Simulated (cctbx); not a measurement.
# Diagnosing a refinement

Cell a = 6.7100 Å, b = 6.7370 Å, c = 11.4924 Å, α = 90.00°, β = 125.01°, γ = 90.00°; space group P2_1/c (no. 14). The compound is Ca2FeTeS6.

The data are simulated with cctbx, not measured: synchrotron X-rays, λ = 0.7749 Å, to d = 0.65 Å, 70 % of the full sphere, strongest reflection 70000 counts, noise from counting, a 1.5 % proportional error and a noise floor of 15 counts (s.d.); no absorption, and some extinction, which the refinements don't model.

An anisotropic refinement with weights 1/σ² prints:

```text
Rint 0.019, 1600 unique reflections to 0.65 A
cycle     R1     wR2    GooF  max shift (A)
   1  0.0491  0.1044   4.121   0.00474
   2  0.0144  0.0287   1.135   0.00000
final R1 0.0144 wR2 0.0287 GooF 1.135  parameters 48  data/parameter 33.3
atom        x        y        z      Ueq    occ   su(xyz)  su(Uiso or U11)
Te1    0.50000  0.00000  0.00000   0.0126  1.000  0.00000  0.0000
Fe1    0.00000  0.00000  0.50000   0.0229  1.000  0.00000  0.0002
Ca1    0.74373  0.03987  0.74686   0.0291  1.000  0.00007  0.0001
S1     0.81982  0.47902  0.74803   0.0212  1.000  0.00007  0.0002
S2     0.25067  0.19662  0.03872   0.0261  1.000  0.00009  0.0002
S3     0.65630  0.28602  0.95447   0.0172  1.000  0.00007  0.0002
difference map: max 0.53 min -0.72 rms 0.14
Q1    0.3518  0.1170  0.1360    4    0.55  1.06 A from S2
Q2    0.3791  0.7146  0.0400    4    0.53  0.28 A from S3
Q3    0.4997  0.1755  0.6552    4    0.51  1.63 A from Ca1
Q4    0.2811  0.2525  0.2626    4    0.51  1.91 A from S1
Q5    0.0826  0.1194  0.2545    4    0.51  1.59 A from Ca1
Q6    0.2127  0.1587  0.0577    4    0.47  0.49 A from S2
```

**Question.** Can this result stand? If not, what is the likely fault?

Mend it. The fault: anomalous dispersion left out. Against the right model at the same level, R1 goes from 0.0128 to 0.0144 and GooF from 0.97 to 1.14. No atom is wrong: without f′ and f″ the atoms near an edge get the wrong scattering power, which U and the scale absorb. The signs are weak, and the output alone doesn't single this fault out.

The compound is Ca2FeTeS6. The right model at the same level gives:

```text
Rint 0.019, 1600 unique reflections to 0.65 A
cycle     R1     wR2    GooF  max shift (A)
   1  0.0439  0.0961   3.796   0.00427
   2  0.0128  0.0245   0.966   0.00000
final R1 0.0128 wR2 0.0245 GooF 0.966  parameters 48  data/parameter 33.3
atom        x        y        z      Ueq    occ   su(xyz)  su(Uiso or U11)
Te1    0.50000  0.00000  0.00000   0.0120  1.000  0.00000  0.0000
Fe1    0.00000  0.00000  0.50000   0.0245  1.000  0.00000  0.0001
Ca1    0.74371  0.03981  0.74687   0.0306  1.000  0.00006  0.0001
S1     0.81988  0.47903  0.74807   0.0223  1.000  0.00006  0.0001
S2     0.25067  0.19663  0.03873   0.0272  1.000  0.00007  0.0002
S3     0.65624  0.28598  0.95444   0.0181  1.000  0.00006  0.0001
difference map: max 0.58 min -0.62 rms 0.13
Q1    0.3508  0.1199  0.1351    4    0.59  1.04 A from S2
Q2    0.0795  0.1179  0.2545    4    0.56  1.60 A from Ca1
Q3    0.4982  0.1757  0.6546    4    0.54  1.63 A from Ca1
Q4    0.2802  0.2523  0.2623    4    0.50  1.91 A from S1
Q5    0.0675  0.0372  0.9445    4    0.48  1.52 A from S2
Q6    0.2478  0.0501  0.0526    4    0.48  1.00 A from S2
```

This is a model crystal, built by substitution and not relaxed, with assumed displacement parameters.

[Middle refinement cycles are left out of these outputs.]

[Logs are printed without paths, hosts, clocks, repeated set-up lines and the standing remarks that a program may print on its own settings, such as how far it seeks lower states.]
